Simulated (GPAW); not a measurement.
The O K edge of atom 3 in NbFeO4 (I-4m2), with 2 Fe at 2.02 Å and 1 Nb at 2.02 Å (distorted T-shaped, site symmetry 2mm), was computed in 2 ways: full core hole (charged cell) and no core hole. Program and functional: GPAW, LDA + U, Gaussian full width 0.9 eV up to 4 eV, rising linearly to 3.5 eV at 25 eV; cells of 6 and 12 atoms (the run without a hole in the smaller).

Each run is counted from its own lowest empty level or Fermi level and scaled to a mean of 1 over its first 20 eV.

```csv
E (eV),run 1,run 2
-2.0,0.00,0.00
-1.5,0.00,0.00
-1.0,0.00,0.00
-0.5,0.00,0.00
0.0,0.00,0.03
0.5,0.07,0.35
1.0,0.41,1.25
1.5,1.37,1.65
2.0,2.46,1.30
2.5,2.30,0.81
3.0,1.36,0.33
3.5,0.52,0.09
4.0,0.11,0.10
4.5,0.12,0.49
5.0,0.28,1.15
5.5,0.66,1.34
6.0,1.13,1.07
6.5,1.14,0.97
7.0,0.95,1.15
7.5,0.97,1.36
8.0,1.16,1.46
8.5,1.39,1.65
9.0,1.48,1.85
9.5,1.43,1.77
10.0,1.34,1.47
10.5,1.26,1.23
11.0,1.22,1.14
11.5,1.21,1.15
12.0,1.23,1.20
12.5,1.28,1.23
13.0,1.32,1.23
13.5,1.31,1.19
14.0,1.24,1.10
14.5,1.13,1.00
15.0,1.02,0.90
15.5,0.90,0.80
16.0,0.80,0.72
16.5,0.72,0.66
17.0,0.67,0.64
17.5,0.66,0.66
18.0,0.68,0.69
18.5,0.70,0.73
19.0,0.73,0.77
19.5,0.75,0.81
20.0,0.77,0.84
20.5,0.78,0.85
21.0,0.77,0.84
21.5,0.75,0.81
22.0,0.71,0.77
22.5,0.67,0.71
23.0,0.62,0.66
23.5,0.57,0.62
24.0,0.53,0.59
24.5,0.50,0.58
25.0,0.48,0.59
25.5,0.48,0.62
26.0,0.50,0.66
26.5,0.52,0.71
27.0,0.55,0.77
27.5,0.58,0.82
28.0,0.62,0.87
28.5,0.66,0.91
29.0,0.70,0.95
29.5,0.74,0.99
30.0,0.78,1.04
30.5,0.82,1.08
31.0,0.86,1.12
31.5,0.89,1.14
32.0,0.91,1.14
```

Question: Which run is which?

Run 1: no core hole (area from −2 to 6 eV 5.1, main maxima 2.2 eV (2.57), 6.2 eV (1.20), 9.0 eV (1.48) and 13.2 eV (1.33)). Run 2: full core hole (charged cell) (area from −2 to 6 eV 4.7, main maxima 1.4 eV (1.66), 5.4 eV (1.36), 9.1 eV (1.86) and 12.7 eV (1.23)). With each curve scaled to its own mean, the area from −2 to 6 eV with the hole is 4.7 against 5.1, and the centre of weight from −1 to 20 eV moves by +0.1 eV (first and strongest maxima below 20 eV: 2.2 eV (2.57), 9.0 eV (1.48) and 13.2 eV (1.33) without the hole, 1.4 eV (1.66), 5.4 eV (1.36) and 9.1 eV (1.86) with it); the shape changes all the same, by 38 % r.m.s.

[Banner, clock and machine lines of the logs are left out without a mark of their own.]

[Logs are printed without paths, hosts, clocks, repeated set-up lines and the standing remarks that a program may print on its own settings, such as how far it seeks lower states.]

[Hosts, paths, dates, database ids (printed as entryN), source tags and the programs' standing remarks are cut or masked in the printed files.]

[Lists of maxima count a maximum above −3 eV only where it reaches 4 % of the highest in the window and stands out from its surroundings by 2 % of it (1.5 % where it reaches 55 %); shoulders and weaker maxima are passed over, and of the rest the first, up to two pre-edge ones and the few strongest are named.]
